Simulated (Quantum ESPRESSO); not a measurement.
# Energy and gap at +3 % biaxial strain: 1T-SrClI, 1 layer

**Set-up.** Quantum ESPRESSO 7.5 driven by ASE, PBE, GBRV ultrasoft, ESM (bc1); atomic heights clamped; cell area 18.410 Å² at zero strain.

| strain (%) | energy (meV a cell) | gap on the mesh (eV) |
| --- | --- | --- |
| −3 | 43.19 | 4.370 |
| −1.5 | 10.43 | 4.400 |
| 0 | 0.00 | 4.361 |
| +1.5 | 9.50 | 4.316 |

To predict: What are energy and gap at +3 %, and how stiff is the sheet?

By hand: About zero, E'' = (10.43 + 9.50 − 2 × 0.00)/1.5² = 8.86 meV per %² and E' = (9.50 − 10.43)/3 = −0.31 meV per %. With E = A K ε², where K = (C11 + C22)/2 + C12 (C11 + C12 for a hexagonal sheet), K = 8.86 × 10/(2 × 18.410) × 16.02 = 39 N/m. The parabola gives E(+3 %) = 0.00 + 3 × (−0.31) + 4.5 × 8.86 = 38.9 meV. Continuing the last slope, the gap is 2 × 4.316 − 4.361 = 4.271 eV.

**Check.** E = 36.7 meV and the gap 4.267 eV. The parabola misses by +2.2 meV, too high, since bonds soften under tension. The gap's line misses by +0.004 eV.

**Limits.** Clamped heights stiffen sheets with several planes. Semilocal gap, no spin-orbit coupling.
